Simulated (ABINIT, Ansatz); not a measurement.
Computed results, one entry a study.

```xyz
6
Lattice="3.773 0.000 0.000 0.000 3.773 0.000 0.000 0.000 6.827" Properties=species:S:1:pos:R:3 pbc="T T T" subject="How the form of the self-energy moves the gap of YSF (P4/nmm)" method="RPA screening on LDA, plane waves, norm-conserving pseudopotentials (and 3 further levels or steps)" program="ABINIT 10.8.3" settings="cutoff 36 Ha, PseudoDojo scalar-relativistic 0.4.1 standard, norm-conserving, ngkpt (4, 4, 2), nband 142, ecuteps 5.2 Ha, gwcalctyp 2, nfreqre 16, nfreqim 8, inclvkb 2, freqremax 40 eV, spmeth 1, nomegasf 120, shiftk (0, 0, 0), symchi 1, awtr 1, frequency cd, 4×4×2 k-mesh" cost="8 runs, 11 min in all on 8 MPI ranks of Arm Neoverse V1, shared host" notes="The program’s warnings: Min real frequency set to default [Ha] = and nkpt*nsppol () is not a multiple of nproc spkpt (). The cell and positions are those that the Materials Project relaxed with its own functionals (PBE, PBE+U or r2SCAN), kept fixed. Limits: no spin-orbit coupling. The 4×4×2 mesh is coarse for this cell, which bears on the long-range parts of exchange and screening." g0w0_godby_needs_plasmon_pole="2.896 eV" g0w0_engel_farid_plasmon_pole="2.910 eV" g0w0_von_der_linden_horsch_plasmon_pole="2.920 eV" one_shot_hartree_fock="8.902 eV" g0w0_contour_deformation="2.843 eV" known_limits="short of the basis limit; no spin-orbit coupling; coarse k mesh"
Y     0.000    1.886    1.551
Y     1.886    0.000    5.275
S     0.000    1.886    4.407
S     1.886    0.000    2.420
F     0.000    0.000    0.000
F     1.886    1.886    0.000
```

[Long decimals in the printed logs are rounded to 6 places.]

[Logs are printed without paths, hosts, clocks, repeated set-up lines and the standing remarks that a program may print on its own settings, such as how far it seeks lower states.]

[Paths, hosts, dates, memory and timing lines, banners, echoed tables and standing remarks are left out of the program output; an Ansatz launch command may be rebuilt from the run's recorded settings. Measured values are a selection of at most five: reports struck by readers or far from the other reports are left out. None is set beside runs whose start may be inverted or whose files or cutoffs have a known fault.]

[Runs of the session that timed out or met a known fault of the program may be left out.]

[Hosts, paths, dates, database ids (printed as entryN), source tags and the programs' standing remarks are cut or masked in the printed files.]

[G0W0 gaps are taken among the corrected bands and points alone; a level outside them can change the order at an edge.]

[Where Ansatz stands beside ABINIT at settings called matched, ABINIT's density can come from a denser mesh and the files from another edition; pairs whose starting gaps differed by over 0.03 eV were left out, so agreement reads better than it is.]
